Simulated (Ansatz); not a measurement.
## TiFe3B: relaxing a made-up structure

This structure for TiFe3B is made up. Its elements were placed in a known structure type with a cell scaled to their sizes. What cell does the guess relax to, and how far off was it?

Calculated with Ansatz 0.2.0; DFT, PBEsol, plane-wave PAW, files of the set soft_1, scalar-relativistic, ferromagnetic start, cell and ions relaxed at zero pressure; PAW set soft_1, in the first sound run; inputs show where later runs differ.

## (1) Set-up

It takes space group P4mm (No. 99, tetragonal). Conventional cell: a = 3.574 Å, b = 3.574 Å, c = 4.548 Å, α = 90.00°, β = 90.00°, γ = 90.00°. Nearest to Fe lie 2 B at 1.93 Å and 6 Fe at 2.53 to 2.56 Å and 2 Ti at 2.82 Å. Nearest to Fe lie 2 B at 1.99 to 2.56 Å and 4 Fe at 2.56 Å and 4 Ti at 2.58 Å. Nearest to Ti lie 8 Fe at 2.58 to 2.82 Å and 4 B at 2.92 Å. B has 6 Fe at 1.93 to 2.56 Å and 4 Ti at 2.92 Å nearest. Farther neighbours are not listed.

## (2) Relaxing cell and atoms

The guessed cell has no reason to be at equilibrium. It is relaxed with the atoms, within the space group of the guess.

The input, input.yaml:

```yaml
crystal:
  lattice:
    - [3.574, 0.0, 0.0]
    - [0.0, 3.574, 0.0]
    - [0.0, 0.0, 4.548]
  atoms:
    - { symbol: Fe, position: [0.5, 0.0, 0.5249], spin: 3.0 }
    - { symbol: Fe, position: [0.0, 0.5, 0.5249], spin: 3.0 }
    - { symbol: Fe, position: [0.5, 0.5, 0.1213], spin: 3.0 }
    - { symbol: Ti, position: [0.0, 0.0, 0.0052], spin: 1.0 }
    - { symbol: B, position: [0.5, 0.5, 0.6842] }
magnetization:
  spin_polarized: true
kpoints:
  mp_grid: { grid: [8, 8, 6] }
scf:
  occupations: { method: fermi_dirac, width: 0.05 }
hamiltonian:
  xc: pbesol
  pseudopotentials: { kind: paw, azcp: { folder: soft_1 }, xc_functional: pbe }
relax:
  f_tol: 0.015
  max_steps: 70
  cell: {}
output:
  forces: true
  stress: true
```

Run with:

```bash
$ ansatz run input.yaml --threads 4 --pin off --max-ram 8192MiB --backend cpu --events-out ev --progress --plain --runs-dir out
```

Numbers of over 12 decimals in the logs are rounded to 6 here.

Output:

```text
Engine: ansatz 0.2.0, aarch64-unknown-linux-gnu
Pseudopotentials: kind: paw
Pseudopotential: Fe, paw, valence charge 16, recommended cutoff 420 eV (normal), soft_1/Fe.paw.azcp
Pseudopotential: Ti, paw, valence charge 12, recommended cutoff 420 eV (normal), soft_1/Ti.paw.azcp
Pseudopotential: B, paw, valence charge 3, recommended cutoff 420 eV (normal), soft_1/B.paw.azcp
Functional definition: PBEsol
  exchange = pbesol_x
  correlation = pbesol_c
Crystal: 5 atoms, lattice volume = 58.094 Å³
Basis set: ecut = 420 eV, 1155 PW (Γ), exchange–correlation on 48×48×64 points (8 copies of the dense FFT grid, shifted against one another)
Bands: 44, of which v1, the nominal top of the filled ones, is band 32 counted from 1 (31 counted from 0)
Symmetry: 8 space group operations
Space group: P4mm (ITA 99), of the structure as read, at distance tolerance 3.9e-5 Å
Magnetic group: BNS 99.163 (UNI 823), of the structure as read, at distance tolerance 3.9e-5 Å
k-points: 60 of 384 (time reversal used)
Non-local potential: Fe, projectors of the file, l = 0: 3, l = 1: 2, l = 2: 3, l = 3: 1
Non-local potential: Ti, projectors of the file, l = 0: 3, l = 1: 2, l = 2: 3, l = 3: 1
Non-local potential: B, projectors of the file, l = 0: 2, l = 1: 2, l = 2: 1
PAW form: soft (Blöchl's): semilocal exchange-correlation on the pseudo side does not see the compensation charge
PAW frozen core: Fe, regenerated for the run's functional, and the local potential with it (the file was generated under x = pbe(κ = 0.804, μ = 0.219515), c = pbe(β = 0.066725))
PAW frozen core: Ti, regenerated for the run's functional, and the local potential with it (the file was generated under x = pbe(κ = 0.804, μ = 0.219515), c = pbe(β = 0.066725))
PAW frozen core: B, regenerated for the run's functional, and the local potential with it (the file was generated under x = pbe(κ = 0.804, μ = 0.219515), c = pbe(β = 0.066725))
PAW one-centre angular grid: Fe, 590 points (default); XC on 64 Gauss nodes
PAW one-centre angular grid: Ti, 590 points (default); XC on 64 Gauss nodes
PAW one-centre angular grid: B, 110 points (default); XC on 64 Gauss nodes
Initial density: superposition of atomic densities (chi_scale 0.1, normalization cell)
Starting moments: Σ|m| = 10 μB on 4 of 5 sites
Initial wavefunctions: pseudopotential atomic-orbital guess
Functional: x = pbesol(κ = 0.804, μ = 0.123457), c = pbesol(β = 0.046)
SCF iter   1: F=—  HF=-15973.957902 eV  |F-HF|=—  |Δ(HF+E_count)|=         —  Δρ=1.03e-1 (↑1.03e-1 ↓5.49e-2)  dr2=1.29e1  dr2_m=1.01e0  M=7.319 μB ∫|m|=7.685 μB  β_m=0.30  ethr=3.10e-3  ⟨swp⟩=5.1  Hψ=16134  notcnv=0
Mixer restart at iter 1: flushing history
preconditioner: auto → Kerker (q_TF=auto, 2.765 Å⁻¹)  [metal: Δε(μ)=0.011 eV  Ē_g=6.890 eV  σ=0.050 eV  W_gap=0.06  n_scr=20 (ndim 8)  ℏωp=27.1 eV  f_vac=0.000  D(μ)=4.81/eV (n_scr^D=56)]
spin=Collinear: Kerker preconditioning applied to the charge; magnetization (m = ρ↑ − ρ↓) channel mixes plain (no charge-response kernel on spin).
SCF iter   2: F=—  HF=-15970.604770 eV  |F-HF|=—  |Δ(HF+E_count)|=    3.35e0  Δρ=5.20e-2 (↑5.20e-2 ↓3.33e-2)  dr2=4.13e0  dr2_m=5.30e-1  M=7.064 μB ∫|m|=7.512 μB  β_m=0.41  ethr=3.10e-3  ⟨swp⟩=2.9  Hψ=9984  notcnv=0  defer=310
SCF iter   3: F=—  HF=-15971.451754 eV  |F-HF|=—  |Δ(HF+E_count)|=   8.47e-1  Δρ=3.13e-2 (↑3.13e-2 ↓3.07e-2)  dr2=9.63e-1  dr2_m=4.28e-1  M=6.302 μB ∫|m|=6.929 μB  β_m=0.62  ethr=3.10e-3  ⟨swp⟩=2.4  Hψ=7770  notcnv=0  defer=308
SCF iter   4: F=—  HF=-15972.946691 eV  |F-HF|=—  |Δ(HF+E_count)|=    1.49e0  Δρ=2.92e-2 (↑1.59e-2 ↓2.92e-2)  dr2=3.90e-1  dr2_m=2.27e-1  M=5.190 μB ∫|m|=6.473 μB  β_m=0.77  ethr=1.53e-3  ⟨swp⟩=2.9  Hψ=8759  notcnv=0  defer=260
SCF iter   5: F=—  HF=-15973.301853 eV  |F-HF|=—  |Δ(HF+E_count)|=   3.55e-1  Δρ=2.39e-2 (↑2.39e-2 ↓1.85e-2)  dr2=7.79e-1  dr2_m=2.31e-2  M=4.417 μB ∫|m|=6.107 μB  β_m=0.64  ethr=6.19e-4  ⟨swp⟩=3.0  Hψ=11229  notcnv=0  defer=258
SCF iter   6: F=—  HF=-15973.213645 eV  |F-HF|=—  |Δ(HF+E_count)|=   8.82e-2  Δρ=1.23e-2 (↑1.23e-2 ↓5.34e-3)  dr2=1.51e-1  dr2_m=1.07e-2  M=4.193 μB ∫|m|=5.987 μB  β_m=0.77  ethr=6.19e-4  ⟨swp⟩=3.0  Hψ=10734  notcnv=0  defer=257
SCF iter   7: F=—  HF=-15973.258313 eV  |F-HF|=—  |Δ(HF+E_count)|=         —  Δρ=9.34e-3 (↑9.34e-3 ↓5.84e-3)  dr2=2.45e-2  dr2_m=2.72e-2  M=4.151 μB ∫|m|=5.883 μB  β_m=0.77  ethr=2.39e-4  ⟨swp⟩=2.2  Hψ=7998  notcnv=0  defer=263
Mixer restart at iter 7: flushing history
SCF iter   8: F=—  HF=-15973.256135 eV  |F-HF|=—  |Δ(HF+E_count)|=   2.18e-3  Δρ=4.67e-3 (↑3.79e-3 ↓4.67e-3)  dr2=1.88e-2  dr2_m=2.93e-3  M=4.151 μB ∫|m|=5.865 μB  β_m=0.76  ethr=3.89e-5  ⟨swp⟩=2.1  Hψ=10355  notcnv=0  defer=263
SCF iter   9: F=—  HF=-15973.257861 eV  |F-HF|=—  |Δ(HF+E_count)|=   1.73e-3  Δρ=5.05e-3 (↑5.05e-3 ↓2.32e-3)  dr2=1.34e-2  dr2_m=4.40e-3  M=4.102 μB ∫|m|=5.794 μB  β_m=0.70  ethr=2.99e-5  ⟨swp⟩=2.1  Hψ=10485  notcnv=0  defer=269
SCF iter  10: F=—  HF=-15973.253868 eV  |F-HF|=—  |Δ(HF+E_count)|=   3.99e-3  Δρ=1.11e-3 (↑8.18e-4 ↓1.11e-3)  dr2=2.09e-3  dr2_m=5.39e-5  M=4.098 μB ∫|m|=5.775 μB  β_m=0.72  ethr=2.12e-5  ⟨swp⟩=2.0  Hψ=9089  notcnv=0  defer=269
SCF iter  11: F=—  HF=-15973.253903 eV  |F-HF|=—  |Δ(HF+E_count)|=   3.56e-5  Δρ=6.27e-4 (↑6.27e-4 ↓4.81e-4)  dr2=6.24e-4  dr2_m=3.91e-5  M=4.097 μB ∫|m|=5.773 μB  β_m=0.68  ethr=3.31e-6  ⟨swp⟩=2.0  Hψ=8974  notcnv=0  defer=269
SCF iter  12: F=—  HF=-15973.253742 eV  |F-HF|=—  |Δ(HF+E_count)|=   1.61e-4  Δρ=3.21e-4 (↑3.21e-4 ↓3.03e-4)  dr2=1.55e-4  dr2_m=1.16e-5  M=4.094 μB ∫|m|=5.771 μB  β_m=0.82  ethr=9.90e-7  ⟨swp⟩=2.0  Hψ=7231  notcnv=0  defer=269
SCF iter  13: F=—  HF=-15973.253789 eV  |F-HF|=—  |Δ(HF+E_count)|=   4.69e-5  Δρ=1.34e-4 (↑1.34e-4 ↓9.78e-5)  dr2=1.79e-5  dr2_m=1.82e-6  M=4.095 μB ∫|m|=5.773 μB  β_m=0.88  ethr=2.46e-7  ⟨swp⟩=2.2  Hψ=6690  notcnv=0  defer=269
SCF iter  14: F=—  HF=-15973.253795 eV  |F-HF|=—  |Δ(HF+E_count)|=   5.49e-6  Δρ=2.60e-5 (↑2.60e-5 ↓8.08e-6)  dr2=2.62e-7  dr2_m=8.52e-8  M=4.096 μB ∫|m|=5.774 μB  β_m=0.94  ethr=2.84e-8  ⟨swp⟩=2.0  Hψ=6839  notcnv=0  defer=269
SCF iter  15: F=—  HF=-15973.253795 eV  |F-HF|=—  |Δ(HF+E_count)|=   1.08e-8  Δρ=6.86e-6 (↑6.86e-6 ↓6.35e-6)  dr2=8.51e-8  dr2_m=4.92e-9  M=4.096 μB ∫|m|=5.774 μB  β_m=0.88  ethr=4.16e-10  ⟨swp⟩=2.0  Hψ=9084  notcnv=0  defer=269
SCF iter  16: F=-15973.253795 eV  HF=-15973.253795 eV  |F-HF|=6.76e-8  |Δ(HF+E_count)|=   3.01e-9  Δρ=5.94e-6 (↑4.19e-6 ↓5.94e-6)  dr2=7.06e-8  dr2_m=5.83e-10  M=4.096 μB ∫|m|=5.774 μB  ethr=1.35e-10  ⟨swp⟩=2.1  Hψ=15137  notcnv=0
SCF 1 converged in 16 iterations: F = -15973.253795 eV  dr2 = 7.06e-8
[...]
relax step   7: F+E_penalty+E_count = -15973.94055432 eV  Δ(F+E_penalty+E_count) = -3.005e-2 eV  max|allowed force component| = 6.462e-1 eV/Å  Δτ_max = 0.0403 Å  P = -0.499 GPa  Ω = 53.562 Å³  energy of the carried Pulay correction = +3.753e-3 eV  (15 SCF iters, dr2 threshold 5.00e-7 eV, accepted)
relax step   8: F+E_penalty+E_count = -15974.07173903 eV  Δ(F+E_penalty+E_count) = -1.312e-1 eV  max|allowed force component| = 3.370e0 eV/Å  Δτ_max = 0.1929 Å  P = +3.524 GPa  Ω = 52.030 Å³  energy of the carried Pulay correction = +5.092e-3 eV  (16 SCF iters, dr2 threshold 5.00e-7 eV, accepted)
relax step   9: F+E_penalty+E_count = -15974.22522606 eV  Δ(F+E_penalty+E_count) = -1.535e-1 eV  max|allowed force component| = 2.199e0 eV/Å  Δτ_max = 0.0640 Å  P = -0.307 GPa  Ω = 52.722 Å³  energy of the carried Pulay correction = +4.482e-3 eV  (19 SCF iters, dr2 threshold 5.00e-7 eV, accepted)
relax step  10: F+E_penalty+E_count = -15974.42841257 eV  Δ(F+E_penalty+E_count) = -2.032e-1 eV  max|allowed force component| = 5.796e-1 eV/Å  Δτ_max = 0.2000 Å  P = -0.053 GPa  Ω = 52.545 Å³  energy of the carried Pulay correction = +4.637e-3 eV  (17 SCF iters, dr2 threshold 5.00e-7 eV, accepted)
relax step  11: F+E_penalty+E_count = -15974.44384869 eV  Δ(F+E_penalty+E_count) = -1.544e-2 eV  max|allowed force component| = 2.756e-3 eV/Å  Δτ_max = 0.0683 Å  P = -0.029 GPa  Ω = 52.531 Å³  energy of the carried Pulay correction = +4.650e-3 eV  (12 SCF iters, dr2 threshold 5.00e-7 eV, accepted)
relax step  12: F+E_penalty+E_count = -15974.44439828 eV  Δ(F+E_penalty+E_count) = -5.496e-4 eV  max|allowed force component| = 2.762e-3 eV/Å  Δτ_max = 0.0000 Å  P = +0.055 GPa  Ω = 52.531 Å³  stress off target by 1.57e-1 GPa  SCF on the basis re-selected at this cell (its energy is not comparable with the rows above)  (20 SCF iters)
relax step  13: F+E_penalty+E_count = -15974.44441154 eV  Δ(F+E_penalty+E_count) = -1.326e-5 eV  max|allowed force component| = 3.707e-4 eV/Å  Δτ_max = 0.0004 Å  P = -0.014 GPa  Ω = 52.546 Å³  energy of the carried Pulay correction = -1.301e-5 eV  (13 SCF iters, dr2 threshold 6.14e-8 eV, accepted)
iter 1 solved again at ethr=3.13e-8 eV; its pass at ethr=3.10e-3 eV (dr2=1.97e-5 eV) is discarded
SCF iter   1: F=—  HF=-15974.444423 eV  |F-HF|=—  |Δ(HF+E_count)|=         —  Δρ=1.02e-6 (↑1.02e-6 ↓9.29e-7)  dr2=7.00e-10  dr2_m=1.65e-11  M=0.000 μB ∫|m|=0.000 μB  β_m=0.65  ethr=3.13e-8  ⟨swp⟩=3.3  Hψ=31930  notcnv=0
eigensolver tolerance schedule: the retry pair's looser diagonalisation over-reported the residual by 28171.32 of it (diagonalisation noise at 0.40 of the residual, at the tolerance the schedule requests for it); recorded, not acted on — ethr = c·dr2/N_el stays at c = 1.0e-1
preconditioner: auto → none  [metal: Δε(μ)=0.011 eV  Ē_g=6.499 eV  σ=0.050 eV  W_gap=0.05  n_scr=6 (ndim 8)  ℏωp=28.5 eV  f_vac=0.000  D(μ)=4.37/eV (n_scr^D=56)]
SCF iter   2: F=—  HF=-15974.444428 eV  |F-HF|=—  |Δ(HF+E_count)|=   5.12e-6  Δρ=6.90e-7 (↑5.98e-7 ↓6.90e-7)  dr2=5.76e-10  dr2_m=9.31e-12  M=0.000 μB ∫|m|=0.000 μB  β_m=0.36  ethr=1.11e-12  ⟨swp⟩=3.3  Hψ=12880  notcnv=0
SCF iter   3: F=—  HF=-15974.444428 eV  |F-HF|=—  |Δ(HF+E_count)|=  6.37e-11  Δρ=4.00e-7 (↑4.00e-7 ↓3.53e-7)  dr2=4.88e-11  dr2_m=2.29e-11  M=0.000 μB ∫|m|=0.000 μB  β_m=0.51  ethr=1.00e-12  ⟨swp⟩=2.0  Hψ=7820  notcnv=0
SCF iter   4: F=—  HF=-15974.444428 eV  |F-HF|=—  |Δ(HF+E_count)|=  2.40e-10  Δρ=2.34e-7 (↑2.24e-7 ↓2.34e-7)  dr2=7.33e-12  dr2_m=1.80e-11  M=0.000 μB ∫|m|=0.000 μB  β_m=0.74  ethr=1.00e-12  ⟨swp⟩=1.0  Hψ=5280  notcnv=0
SCF iter   5: F=—  HF=-15974.444428 eV  |F-HF|=—  |Δ(HF+E_count)|=  1.36e-10  Δρ=2.69e-7 (↑2.69e-7 ↓9.87e-8)  dr2=2.74e-11  dr2_m=1.28e-11  M=0.000 μB ∫|m|=0.000 μB  β_m=0.87  ethr=1.00e-12  ⟨swp⟩=1.0  Hψ=5280  notcnv=0
SCF iter   6: F=—  HF=-15974.444428 eV  |F-HF|=—  |Δ(HF+E_count)|=  6.18e-11  Δρ=2.55e-7 (↑7.44e-8 ↓2.55e-7)  dr2=2.53e-11  dr2_m=8.72e-12  M=0.000 μB ∫|m|=0.000 μB  β_m=0.80  ethr=1.00e-12  ⟨swp⟩=2.0  Hψ=6140  notcnv=0
SCF iter   7: F=-15974.444428 eV  HF=-15974.444428 eV  |F-HF|=3.64e-12  |Δ(HF+E_count)|=  3.64e-12  Δρ=7.70e-8 (↑7.70e-8 ↓7.42e-8)  dr2=8.70e-12  dr2_m=3.05e-13  M=0.000 μB ∫|m|=0.000 μB  ethr=1.00e-12  ⟨swp⟩=2.7  Hψ=15368  notcnv=0
the starting moments were not kept: the SCF closed with an absolute magnetisation of 2.3e-5 μB, where they sum to 10 μB in size (4 sites). That is at most 0.1 of that sum.
SCF 14 converged in 7 iterations: F = -15974.444428 eV  dr2 = 8.70e-12
relax step  14: F+E_penalty+E_count = -15974.44442822 eV  Δ(F+E_penalty+E_count) = -1.668e-5 eV  max|allowed force component| = 3.683e-4 eV/Å  Δτ_max = 0.0000 Å  P = -0.014 GPa  Ω = 52.546 Å³  stress off target by 2.46e-2 GPa  SCF on the basis re-selected at this cell (its energy is not comparable with the rows above)  (7 SCF iters)
basis re-selected at this cell: Δ(F+E_penalty+E_count) = -1.668e-5 eV, ΔP = +0.000 GPa vs the last step (what re-selecting the basis moved, of the pressure what is left beyond the Pulay correction that the steps carried, after the strain that the cell walked since its last selection, with what the two solves' SCF thresholds leave and, on support functions, any second-order correction that the steps lacked; it is no m [...]
SCF converged after 7 iterations
Magnetization: 0.0000 μB (31.5000 up, 31.5000 down)
Absolute magnetization: 0.0000 μB (∫|ρ↑−ρ↓|, with the PAW one-centre terms)
Spin contamination: 0.0000 ħ² per cell (⟨S²⟩ above its minimum at these occupations)
Per-site moments (μB) at R_I (Å): [(6.90467796142625e-6, 0.772574), (6.904677961382388e-6, 0.772574), (-4.006519037509504e-6, 0.772388), (-1.5855955812351417e-6, 1.092437), (-2.194699249246009e-7, 0.772388)]
Free energy (F): -15974.444428 eV
Harris-Foulkes:  -15974.444428 eV  (|F-HF|=3.64e-12)
Internal energy: -15974.407150 eV  (E = F + TS)
E sigma→0 (E₀):  -15974.425789 eV
Entropy (-TS):   -0.037278 eV (-7.456 meV/atom)
Fermi energy:    17.305357 eV
--- Per-component energies (eV) ---
  E_band       = -761.113653
  E_kinetic    = 1339.518851
  E_local      = -7581.173263  (includes V_loc(G=0)·N_el)
  E_nonlocal   = 934.288279
  E_hartree    = 3153.602499
  E_xc         = -484.691097
  E_vxc        = -618.168609  (∫ρ·V_xc dr)
  E_paw        = -5139.519840  (= ΣΔE_a)
  E_vpaw       = -1142.780737  (= ΣTr[D̂ρ^β])
  E_aug_tail   = -0.002996  (compensation charges beyond the density's cutoff)
  E_ewald      = -8197.121286
  E_core_change = 0.691701  (= ΣΔE_core)
  E_smearing   = -0.037278  (= −TS)
  E_closure    = -0.000000  (closes the sum)
  Σ components = -15974.444428   (vs F -15974.444428, Δ=0.00e0)
--- Forces (eV/Å), atoms counted from 1 ---
  atom   1  Fe     0.00000000     0.00000000    -0.00021445
  atom   2  Fe     0.00000000     0.00000000    -0.00021445
  atom   3  Fe    -0.00000000     0.00000000     0.00036827
  atom   4  Ti    -0.00000000    -0.00000000     0.00035462
  atom   5  B      0.00000000     0.00000000    -0.00029408
  max |Σ_I F_I| component: 1.00e-7 eV/Å
--- Stress (GPa, compression-positive) ---
       -0.024607       0.000000      -0.000000
        0.000000      -0.024607      -0.000000
       -0.000000      -0.000000       0.006895
  P = ⅓ Tr σ = -0.0141 GPa (-0.141 kbar)
--- Relaxed structure (12 steps of the walk, 12 accepted, 2 SCFs on fresh bases) ---
  F+E_penalty+E_count = -15974.44442822 eV   max|allowed force component| = 3.683e-4 eV/Å   (the final SCF, on the basis selected at the relaxed cell)
  cell:  # Å, volume = 52.5455 Å³
    - [3.745813, 0, 0]
    - [0, 3.745813, 0.0]
    - [0, 0.0, 3.744930]
  atoms:
    - { symbol: Fe, position: [0.5, 0, 0.572106] }
    - { symbol: Fe, position: [0, 0.5, 0.572106] }
    - { symbol: Fe, position: [0.5, 0.5, 0.072098] }
    - { symbol: Ti, position: [0, 0, 0.072089] }
    - { symbol: B, position: [0.5, 0.5, 0.572101] }
```

Elapsed: 3 min, on 4 threads of Arm Neoverse V1, shared host; peak memory 0.54 GiB.

The steps of the relaxation:

| step | energy less that of the first step (eV) | largest force component (eV/Å) | pressure (GPa) | volume (Å³) |
| --- | --- | --- | --- | --- |
| 1 | 0.0000 | 1.2510 | -8.55 | 58.09 |
| 2 | -0.3546 | 0.5777 | -3.44 | 55.55 |
| 3 | -0.5598 | 0.2098 | 1.18 | 53.38 |
| 4 | -0.5798 | 1.2032 | 1.58 | 53.37 |
| 5 | -0.6228 | 0.2554 | -0.21 | 53.89 |
| 6 | -0.6567 | 0.6056 | 0.00 | 53.73 |
| 7 | -0.6868 | 0.6462 | -0.50 | 53.56 |
| 8 | -0.8179 | 3.3700 | 3.52 | 52.03 |
| 9 | -0.9714 | 2.1992 | -0.31 | 52.72 |
| 10 | -1.1746 | 0.5796 | -0.05 | 52.55 |
| 11 | -1.1901 | 0.0028 | -0.03 | 52.53 |
| 12* | -1.1906 | 0.0028 | 0.05 | 52.53 |
| 13 | -1.1906 | 0.0004 | -0.01 | 52.55 |
| 14* | -1.1906 | 0.0004 | -0.01 | 52.55 |

Relaxation steps marked * repeat the geometry before them on a plane-wave basis chosen anew for their cell, so energy and pressure can jump there.

The run keeps the 8 symmetry operations that it works with, so distortions that break them were not tested.

| cell as run | before | after | change |
| --- | --- | --- | --- |
| a (Å) | 3.574 | 3.746 | +4.8 % |
| b (Å) | 3.574 | 3.746 | +4.8 % |
| c (Å) | 4.548 | 3.745 | -17.7 % |
| volume (Å³/atom) | 11.62 | 10.51 | -9.6 % |

The atoms that moved most (Å, as changes of fractional coordinates times the final cell):

| atom | dx | dy | dz | length |
| --- | --- | --- | --- | --- |
| B5 | 0.000 | 0.000 | -0.420 | 0.420 |
| Ti4 | 0.000 | 0.000 | 0.250 | 0.250 |
| Fe3 | 0.000 | 0.000 | -0.184 | 0.184 |
| Fe2 | 0.000 | 0.000 | 0.177 | 0.177 |
| Fe1 | 0.000 | 0.000 | 0.177 | 0.177 |

The relaxed structure:

```cif
data_structure
_symmetry_space_group_name_H-M 'P 1'
_symmetry_Int_Tables_number 1
_cell_length_a 3.7458
_cell_length_b 3.7458
_cell_length_c 3.7449
_cell_angle_alpha 90.000
_cell_angle_beta 90.000
_cell_angle_gamma 90.000
_cell_volume 52.55
loop_
_atom_site_label
_atom_site_type_symbol
_atom_site_fract_x
_atom_site_fract_y
_atom_site_fract_z
_atom_site_occupancy
Fe1 Fe 0.50000 0.00000 0.57211 1
Fe2 Fe 0.00000 0.50000 0.57211 1
Fe3 Fe 0.50000 0.50000 0.07210 1
Ti4 Ti 0.00000 0.00000 0.07209 1
B5 B 0.50000 0.50000 0.57210 1
```

Numbers from this step:

```yaml
free_energy: -15974.4444 eV
energy_at_zero_smearing: -15974.4258 eV
smearing_term_ts: 0.03728 eV
fermi_energy: 17.31 eV
electrons: 63
symmetry_operations: 8
pressure: -0.01411 GPa
```

Shortest distances by pair of elements, guess and relaxed (not always the same contact):

| pair | guess (Å) | relaxed (Å) |
| --- | --- | --- |
| B–Fe | 1.928 | 1.872 |
| Fe–Ti | 2.582 | 2.648 |
| Fe–Fe | 2.527 | 2.648 |
| B–Ti | 2.919 | 3.244 |
| Ti–Ti | 3.574 | 3.745 |

The relaxation ends with a largest force component of 3.7e-4 eV/Å and a pressure of -0.01 GPa. No moment survives the cycle: this start ends non-magnetic.

[end of part 1 of 2]

[Logs are printed without paths, hosts, clocks, repeated set-up lines and the standing remarks that a program may print on its own settings, such as how far it seeks lower states.]

[Hosts, paths, dates, database ids (printed as entryN), source tags and the programs' standing remarks are cut or masked in the printed files.]
